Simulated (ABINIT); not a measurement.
# A GW chain in ABINIT: SrTiO3 (Tausonite), part 2 of 3

Aim: the G0W0 gap of SrTiO3 (Tausonite) on PBE, step by step.

ABINIT 10.8.3; PBE and many-body steps on it, plane waves. Known limits of the many-body steps: not at the basis limit; no spin-orbit coupling; coarse k mesh.

So far. Step 2 (Ground state): The gap is indirect, with the least direct gap 0.36 eV higher.

**3. Bands along the symmetry lines**

Level of this step: DFT, PBE, plane waves, norm-conserving pseudopotentials (ABINIT).

The cheap functional maps the bands first; the places of the edges decide which points the dearer methods must see.

The input, run.abi:

```
acell 3*1.0 Angstrom
rprim 
  3.905280000000 0.000000000000 0.000000000000
  0.000000000000 3.905280000000 0.000000000000
  0.000000000000 0.000000000000 3.905280000000
ntypat 3
znucl 38 22 8
natom 5
typat 1 2 3 3 3
xred 
  0.500000000000 0.500000000000 0.500000000000
  0.000000000000 0.000000000000 0.000000000000
  0.500000000000 0.000000000000 0.000000000000
  0.000000000000 0.500000000000 0.000000000000
  0.000000000000 0.000000000000 0.500000000000
pp_dirpath "pseudos"
pseudos "Sr.upf, Ti.upf, O.upf"
ecut 38
iscf -2
irdden 1
kptopt 0
nkpt 50
kpt 
  0.00000000 0.00000000 0.00000000
  0.00000000 0.06250000 0.00000000
  0.00000000 0.12500000 0.00000000
  0.00000000 0.18750000 0.00000000
  0.00000000 0.25000000 0.00000000
  0.00000000 0.31250000 0.00000000
  0.00000000 0.37500000 0.00000000
  0.00000000 0.43750000 0.00000000
  0.00000000 0.50000000 0.00000000
  0.06250000 0.50000000 0.00000000
  0.12500000 0.50000000 0.00000000
  0.18750000 0.50000000 0.00000000
  0.25000000 0.50000000 0.00000000
  0.31250000 0.50000000 0.00000000
  0.37500000 0.50000000 0.00000000
  0.43750000 0.50000000 0.00000000
  0.50000000 0.50000000 0.00000000
  0.43750000 0.43750000 0.00000000
  0.37500000 0.37500000 0.00000000
  0.31250000 0.31250000 0.00000000
  0.25000000 0.25000000 0.00000000
  0.18750000 0.18750000 0.00000000
  0.12500000 0.12500000 0.00000000
  0.06250000 0.06250000 0.00000000
  0.00000000 0.00000000 0.00000000
  0.06250000 0.06250000 0.06250000
  0.12500000 0.12500000 0.12500000
  0.18750000 0.18750000 0.18750000
  0.25000000 0.25000000 0.25000000
  0.31250000 0.31250000 0.31250000
  0.37500000 0.37500000 0.37500000
  0.43750000 0.43750000 0.43750000
  0.50000000 0.50000000 0.50000000
  0.43750000 0.50000000 0.43750000
  0.37500000 0.50000000 0.37500000
  0.31250000 0.50000000 0.31250000
  0.25000000 0.50000000 0.25000000
  0.18750000 0.50000000 0.18750000
  0.12500000 0.50000000 0.12500000
  0.06250000 0.50000000 0.06250000
  0.00000000 0.50000000 0.00000000
  0.50000000 0.50000000 0.50000000
  0.50000000 0.50000000 0.43750000
  0.50000000 0.50000000 0.37500000
  0.50000000 0.50000000 0.31250000
  0.50000000 0.50000000 0.25000000
  0.50000000 0.50000000 0.18750000
  0.50000000 0.50000000 0.12500000
  0.50000000 0.50000000 0.06250000
  0.50000000 0.50000000 0.00000000
istwfk *1
nband 31
nbdbuf 6
tolwfr 1e-07
nstep 50
prtwf 0
prtvol 0
indata_prefix "in"
outdata_prefix "out"
tmpdata_prefix "tmp"
```

The run is started by

```console
OMP_NUM_THREADS=1 mpirun -n 4 abinit run.abi > log
```

Numbers of over 12 decimals in the logs are rounded to 6 here.

Log:

```text
.Version 10.8.3 of ABINIT. v10.8.2 released Aug 2026.

 Symmetries : space group Pm -3 m (#221); Bravais cP (primitive cubic)
[... echo of the input left out ...]
== DATASET  1 ==================================================================
-   mpi_nproc: 4, omp_nthreads: 1 (-1 if OMP is not activated)

--- !DatasetInfo
iteration_state: {dtset: 1, }
dimensions: {natom: 5, nkpt: 50, mband: 31, nsppol: 1, nspinor: 1, nspden: 1, mpw: 4632, }
cutoff_energies: {ecut:  38.0, pawecutdg:  -1.0, }
electrons: {nelect:   4.00000000E+01, charge:   0.00000000E+00, occopt:   1.00000000E+00, tsmear:   1.00000000E-02, }

 Real(R)+Recip(G) space primitive vectors, cartesian coordinates (Bohr,Bohr^-1):
 R(1)=  7.3799096  0.0000000  0.0000000  G(1)=  0.1355030  0.0000000  0.0000000
 R(2)=  0.0000000  7.3799096  0.0000000  G(2)=  0.0000000  0.1355030  0.0000000
 R(3)=  0.0000000  0.0000000  7.3799096  G(3)=  0.0000000  0.0000000  0.1355030
 Unit cell volume ucvol=  4.0193251E+02 bohr^3
 Angles (23,13,12)=  9.00000000E+01  9.00000000E+01  9.00000000E+01 degrees

 getcut: wavevector=  0.0000  0.0000  0.0000  ngfft=  45  45  45
         ecut(hartree)=     38.000   => boxcut(ratio)=   2.14855

--- Pseudopotential description ------------------------------------------------
- Sr Generated using ONCVPSP code by D. R. Hamann
- 38.00000  10.00000  171031                  znucl, zion, pspdat
12 -101130 2 -1 1834                          pspcod,pspxc,lmax,lloc,mmax
     nproj     2     2     2
  pspatm : epsatm=   12.84204793
         --- l  ekb(1:nproj) -->
             0    9.951127    1.027824
             1    7.382610    1.665143
             2    4.168853    0.950057
 pspatm: atomic psp has been read  and splines computed

- Ti Generated using ONCVPSP code by D. R. Hamann
- 22.00000  12.00000  171031                  znucl, zion, pspdat
12 -101130 2 -1 1586                          pspcod,pspxc,lmax,lloc,mmax
     nproj     2     2     2
  pspatm : epsatm=   14.68144553
         --- l  ekb(1:nproj) -->
[...]
pspatm: atomic psp has been read  and splines computed

- O Generated using ONCVPSP code by D. R. Hamann
-  8.00000   6.00000  171031                  znucl, zion, pspdat
12 -101130 2 -1 936                           pspcod,pspxc,lmax,lloc,mmax
     nproj     2     2     1
  pspatm : epsatm=    6.19545534
         --- l  ekb(1:nproj) -->
[...]
2   -1.331955
 pspatm: atomic psp has been read  and splines computed

--------------------------------------------------------------------------------

================================================================================
 prteigrs : about to open file out_EIG
 Non-SCF case, kpt    1 (  0.00000  0.00000  0.00000), residuals and eigenvalues=
  1.32E-08  4.14E-08  1.80E-08  5.05E-08  5.32E-08  9.41E-08  3.06E-08  7.12E-08
[...]
1.9739E-01  2.5134E-01  3.9556E-01  3.9556E-01  4.1257E-01  4.5175E-01
  5.4619E-01  5.5985E-01  5.6454E-01  6.0732E-01  6.0732E-01  6.3126E-01
  6.9693E-01

--- !ResultsGS
iteration_state: {dtset: 1, }
comment   : Summary of ground state results
lattice_vectors:
- [  7.3799096,   0.0000000,   0.0000000, ]
- [  0.0000000,   7.3799096,   0.0000000, ]
- [  0.0000000,   0.0000000,   7.3799096, ]
lattice_lengths: [   7.37991,    7.37991,    7.37991, ]
lattice_angles: [ 90.000,  90.000,  90.000, ] # degrees, (23, 13, 12)
lattice_volume:   4.0193251E+02
convergence: {deltae:  0.000E+00, res2:  0.000E+00, residm:  9.999E-08, diffor:  0.000E+00, }
etotal    :  -1.43540844E+02
entropy   :   0.00000000E+00
fermie    :   2.54497182E-01
cartesian_stress_tensor: null
pressure_GPa: null
xred      :
- [  5.0000E-01,   5.0000E-01,   5.0000E-01, Sr]
- [  0.0000E+00,   0.0000E+00,   0.0000E+00, Ti]
- [  5.0000E-01,   0.0000E+00,   0.0000E+00,  O]
- [  0.0000E+00,   5.0000E-01,   0.0000E+00,  O]
- [  0.0000E+00,   0.0000E+00,   5.0000E-01,  O]
cartesian_forces: null
force_length_stats: {min: null, max: null, mean: null, }

 Integrated electronic density in atomic spheres:
 ------------------------------------------------
 Atom  Sphere_radius  Integrated_density
[...]
================================================================================

 ----iterations are completed or convergence reached----

 Mean square residual over all n,k,spin=   48.693E-09; max=  99.988E-09
 reduced coordinates (array xred) for    5 atoms
[...]
0.000000000000      0.500000000000      0.000000000000
       0.000000000000      0.000000000000      0.500000000000

 cartesian coordinates (angstrom) at end:
    1      1.952640     1.952640     1.952640
    2      0.000000     0.000000     0.000000
    3      1.952640     0.000000     0.000000
    4      0.000000     1.952640     0.000000
    5      0.000000     0.000000     1.952640
 length scales=  1.889726125908  1.889726125908  1.889726125908 bohr
              =  1.000000000000  1.000000000000  1.000000000000 angstroms
 prteigrs : about to open file out_EIG
 Eigenvalues (hartree) for nkpt=  50  k points:
 kpt#   1, nband= 31, wtk=  1.00000, kpt=  0.0000  0.0000  0.0000 (reduced coord)
[...]
kpt#   2, nband= 31, wtk=  1.00000, kpt=  0.0000  0.0625  0.0000 (reduced coord)
[...]
kpt#   3, nband= 31, wtk=  1.00000, kpt=  0.0000  0.1250  0.0000 (reduced coord)
[...]
kpt#  49, nband= 31, wtk=  1.00000, kpt=  0.5000  0.5000  0.0625 (reduced coord)
[...]
0.54504    0.56114    0.56444    0.60138    0.60138    0.63049    0.69358
 kpt#  50, nband= 31, wtk=  1.00000, kpt=  0.5000  0.5000  0.0000 (reduced coord)
[...]
-0.28217   -0.27058   -0.27058    0.08476    0.08863    0.10098    0.15040    0.15040
   0.19112    0.19739    0.19739    0.25134    0.39556    0.39556    0.41257    0.45175
   0.54619    0.55985    0.56454    0.60732    0.60732    0.63126    0.69693

== END DATASET(S) ==============================================================
================================================================================

 -outvars: echo values of variables after computation  --------
            nband          31
             nkpt          50
          spgroup         221
 [... the other variables as echoed above ...]

 Calculation completed.
```

Wall time 62 s (4 MPI ranks of Arm Neoverse N1, shared host); peak memory 0.37 GiB.

This step gave:

```yaml
gap: 1.908 eV
k_of_the_valence_top: 0.5, 0.5, 0.5
k_of_the_conduction_bottom: 0, 0, 0
least_direct_gap: 2.263 eV
```

The gap is 1.908 eV, as in the run before at this level.

The electronic bands at the labelled points (eV, zero at the top of the highest filled band):

```csv
point,band 17,band 18,band 19,band 20,band 21,band 22,band 23,band 24
Γ,-1.17,-0.36,-0.36,-0.36,1.91,1.91,1.91,4.39
halfway,-1.66,-1.60,-0.60,-0.60,1.99,2.96,2.96,4.40
X,-2.34,-1.96,-0.73,-0.73,2.07,3.83,3.83,4.40
halfway,-1.86,-1.45,-1.32,-0.63,3.03,3.83,3.96,5.14
M,-1.72,-1.55,-1.55,-0.09,3.84,3.84,4.30,5.37
halfway,-1.70,-1.35,-1.06,-0.73,2.92,3.06,3.34,5.02
Γ,-1.17,-0.36,-0.36,-0.36,1.91,1.91,1.91,4.39
halfway,-2.78,-0.92,-0.92,-0.62,3.40,3.45,3.45,6.54
R,-3.71,0.00,0.00,0.00,4.52,4.52,4.52,7.00
halfway,-2.71,-0.94,-0.80,-0.52,3.53,4.03,4.05,6.50
X,-2.34,-1.96,-0.73,-0.73,2.07,3.83,3.83,4.40
jump to R,-3.71,0.00,0.00,0.00,4.52,4.52,4.52,7.00
halfway,-3.15,-0.66,-0.66,-0.04,4.12,4.12,4.41,6.82
M,-1.72,-1.55,-1.55,-0.09,3.84,3.84,4.30,5.37
```

**4. Empty states on the mesh, 4×4×4 mesh, 155 bands**

The sums over transitions need many empty states on a uniform mesh; this step solves for them.

The input, run.abi:

```
acell 3*1.0 Angstrom
rprim 
  3.905280000000 0.000000000000 0.000000000000
  0.000000000000 3.905280000000 0.000000000000
  0.000000000000 0.000000000000 3.905280000000
ntypat 3
znucl 38 22 8
natom 5
typat 1 2 3 3 3
xred 
  0.500000000000 0.500000000000 0.500000000000
  0.000000000000 0.000000000000 0.000000000000
  0.500000000000 0.000000000000 0.000000000000
  0.000000000000 0.500000000000 0.000000000000
  0.000000000000 0.000000000000 0.500000000000
pp_dirpath "pseudos"
pseudos "Sr.upf, Ti.upf, O.upf"
ecut 38
ngkpt 4 4 4
nshiftk 1
shiftk 0 0 0
kptopt 1
chksymbreak 0
irdden 1
istwfk *1
nband 155
prtvol 0
optdriver 6
gwr_task "HDIAGO"
paral_kgb 0
occopt 1
indata_prefix "in"
outdata_prefix "out"
tmpdata_prefix "tmp"
```

Log:

```text
[banner, memory and clock lines left out]
.Version 10.8.3 of ABINIT. v10.8.2 released Aug 2026.

 Symmetries : space group Pm -3 m (#221); Bravais cP (primitive cubic)
[... echo of the input left out ...]
== DATASET  1 ==================================================================
-   mpi_nproc: 4, omp_nthreads: 1 (-1 if OMP is not activated)

--- !DatasetInfo
iteration_state: {dtset: 1, }
dimensions: {natom: 5, nkpt: 10, mband: 155, nsppol: 1, nspinor: 1, nspden: 1, mpw: 4632, }
cutoff_energies: {ecut:  38.0, pawecutdg:  -1.0, }
electrons: {nelect:   4.00000000E+01, charge:   0.00000000E+00, occopt:   1.00000000E+00, tsmear:   1.00000000E-02, }

.Using double precision arithmetic; gwpc =  8

- Reading GS density from: in_DEN

--- Pseudopotential description ------------------------------------------------
- Sr Generated using ONCVPSP code by D. R. Hamann
- 38.00000  10.00000  171031                  znucl, zion, pspdat
12 -101130 2 -1 1834                          pspcod,pspxc,lmax,lloc,mmax
     nproj     2     2     2
  pspatm : epsatm=   12.84204793
         --- l  ekb(1:nproj) -->
             0    9.951127    1.027824
             1    7.382610    1.665143
             2    4.168853    0.950057
 pspatm: atomic psp has been read  and splines computed

- Ti Generated using ONCVPSP code by D. R. Hamann
- 22.00000  12.00000  171031                  znucl, zion, pspdat
12 -101130 2 -1 1586                          pspcod,pspxc,lmax,lloc,mmax
     nproj     2     2     2
  pspatm : epsatm=   14.68144553
         --- l  ekb(1:nproj) -->
[...]
pspatm: atomic psp has been read  and splines computed

- O Generated using ONCVPSP code by D. R. Hamann
-  8.00000   6.00000  171031                  znucl, zion, pspdat
12 -101130 2 -1 936                           pspcod,pspxc,lmax,lloc,mmax
     nproj     2     2     1
  pspatm : epsatm=    6.19545534
         --- l  ekb(1:nproj) -->
             0    6.056735    0.824024
             1   -4.717130   -1.149271
             2   -1.331955
 pspatm: atomic psp has been read  and splines computed

   1.84439438E+03                                ecore*ucvol(ha*bohr**3)

 Total charge density [el/Bohr^3]
)     Maximum=    1.3479E+00  at reduced coord.    0.0000    0.0000    0.9111
)     Minimum=    5.0390E-03  at reduced coord.    0.4889    0.4889    0.0000
   Integrated=    4.0000E+01

 === KS gaps after direct diagonalization ===
 Indirect band gap semiconductor
 Fundamental gap:     1.908 (eV)
   VBM:     6.925 (eV) at k: [ 5.0000E-01,  5.0000E-01,  5.0000E-01]
   CBM:     8.833 (eV) at k: [ 0.0000E+00,  0.0000E+00,  0.0000E+00]
 Direct gap:         2.263 (eV) at k: [ 0.0000E+00,  0.0000E+00,  0.0000E+00]

== END DATASET(S) ==============================================================

 -outvars: echo values of variables after computation  --------
           etotal      0.0000000000E+00
            nband         155
             nkpt          10
          spgroup         221
 [... the other variables as echoed above ...]

 Calculation completed.
```

Elapsed: 4.8 min, on 4 MPI ranks; peak memory 4.6 GiB; 19 min of CPU time.

Numbers from this step:

| Property | Result |
| --- | --- |
| gap | 1.908 eV |
| k of the valence top | 0.5, 0.5, 0.5 |
| k of the conduction bottom | 0, 0, 0 |
| least direct gap | 2.263 eV |
| k points computed | 10 |
| lowest point of the top converged band, above the valence top | 83.6462 eV |

On this mesh the gap is 1.908 eV.

**5. Screening, 4×4×4 mesh, 147 bands, screening to 130.6 eV**

The RPA dielectric matrix is built and inverted for each q.

This step: RPA screening on PBE, plane waves, norm-conserving pseudopotentials.

Changes to run.abi since step 4:

```diff
@@ -23,10 +23,11 @@
 chksymbreak 0
-irdden 1
 istwfk *1
-nband 155
-prtvol 0
-optdriver 6
-gwr_task "HDIAGO"
-paral_kgb 0
 occopt 1
+irdwfk 1
+optdriver 3
+nband 147
+ecuteps 4.8
+inclvkb 2
+awtr 1
+symchi 1
 indata_prefix "in"
```

Log:

```text
.Version 10.8.3 of ABINIT. v10.8.2 released Aug 2026.

 Symmetries : space group Pm -3 m (#221); Bravais cP (primitive cubic)
[... echo of the input left out ...]
== DATASET  1 ==================================================================
-   mpi_nproc: 4, omp_nthreads: 1 (-1 if OMP is not activated)

--- !DatasetInfo
iteration_state: {dtset: 1, }
dimensions: {natom: 5, nkpt: 10, mband: 147, nsppol: 1, nspinor: 1, nspden: 1, mpw: 4632, }
cutoff_energies: {ecut:  38.0, pawecutdg:  -1.0, }
electrons: {nelect:   4.00000000E+01, charge:   0.00000000E+00, occopt:   1.00000000E+00, tsmear:   1.00000000E-02, }

 SCREENING: Calculation of the susceptibility and dielectric matrices

 Based on a program developped by R.W. Godby, V. Olevano, G. Onida, and L. Reining.
 Incorporated in ABINIT by V. Olevano, G.-M. Rignanese, and M. Torrent.
.Using double precision arithmetic ; gwpc =  8

[... cell and pseudopotentials left out ...]
--------------------------------------------------------------------------------

 ==== K-mesh for the wavefunctions ====
 Number of points in the irreducible wedge :    10
[... list of points left out ...]
 Together with 48 symmetry operations and time-reversal symmetry
 yields    64 points in the full Brillouin Zone.

 ==== Q-mesh for the screening function ====
 Number of points in the irreducible wedge :    10
[... list of points left out ...]
 Together with 48 symmetry operations and time-reversal symmetry
 yields    64 points in the full Brillouin Zone.

 setmesh: FFT mesh size selected  =    27x   27x   27
          total number of points  =        19683

 vcoul_init : cutoff-mode = AUXILIARY_FUNCTION
 q-points for optical limit:   1
     1)      0.000010    0.000020    0.000030

- screening: taking advantage of time-reversal symmetry
- Maximum band index for partially occupied states nbvw = 20
- Remaining bands to be divided among processors   nbcw = 127
- Number of bands treated by each node ~31

 Number of electrons calculated from density =   40.0000; Expected =   40.0000
 average of density, n =  0.099519
 r_s =    1.3387
 omega_plasma =   30.4305 [eV]

 calculating chi0 at frequencies [eV] :
  1    0.000000E+00    0.000000E+00
  2    0.000000E+00    3.043050E+01

--------------------------------------------------------------------------------
  q-point number  1        q = ( 0.000000, 0.000000, 0.000000) [r.l.u.]
--------------------------------------------------------------------------------
[... chi0 elements left out ...]
 For q-point:  0.000010 0.000020 0.000030
  dielectric constant =   6.4123
  dielectric constant without local fields =   6.7726

  Average fulfillment of the sum rule on Im[epsilon] for q-point    1 :     69.45  [%]
[... wings left out ...]
  q-point number  2        q = ( 0.250000, 0.000000, 0.000000) [r.l.u.]
--------------------------------------------------------------------------------
[... chi0 elements left out ...]
  Average fulfillment of the sum rule on Im[epsilon] for q-point    2 :     78.82  [%]

 [... 8 further q-points ...]
```

The job ended after 2.9 min (4 MPI ranks; peak memory 1.2 GiB).

This step gave:

* ε∞ with local fields, on this mesh, along the program's q direction: 6.412
* the same without local fields: 6.773
* plasma frequency: 30.43 eV
* plane waves in the screening matrix: 203

Local fields lower ε∞ by 5 %. On a Γ-centred mesh this coarse the value itself is usually too large, while a short band sum pulls it down.

(Continued in part 3 of 3.)

[Paths, hosts, dates, memory and timing lines, banners, echoed tables and standing remarks are left out of the program output.]

[Logs are printed without paths, hosts, clocks, repeated set-up lines and the standing remarks that a program may print on its own settings, such as how far it seeks lower states.]

[Runs of the session that timed out or met a known fault of the program may be left out.]

[Hosts, paths, dates, database ids (printed as entryN), source tags and the programs' standing remarks are cut or masked in the printed files.]

[G0W0 gaps are taken among the corrected bands and points alone; a level outside them can change the order at an edge.]

[Where Ansatz stands beside ABINIT at settings called matched, ABINIT's density can come from a denser mesh and the files from another edition; pairs whose starting gaps differed by over 0.03 eV were left out, so agreement reads better than it is.]
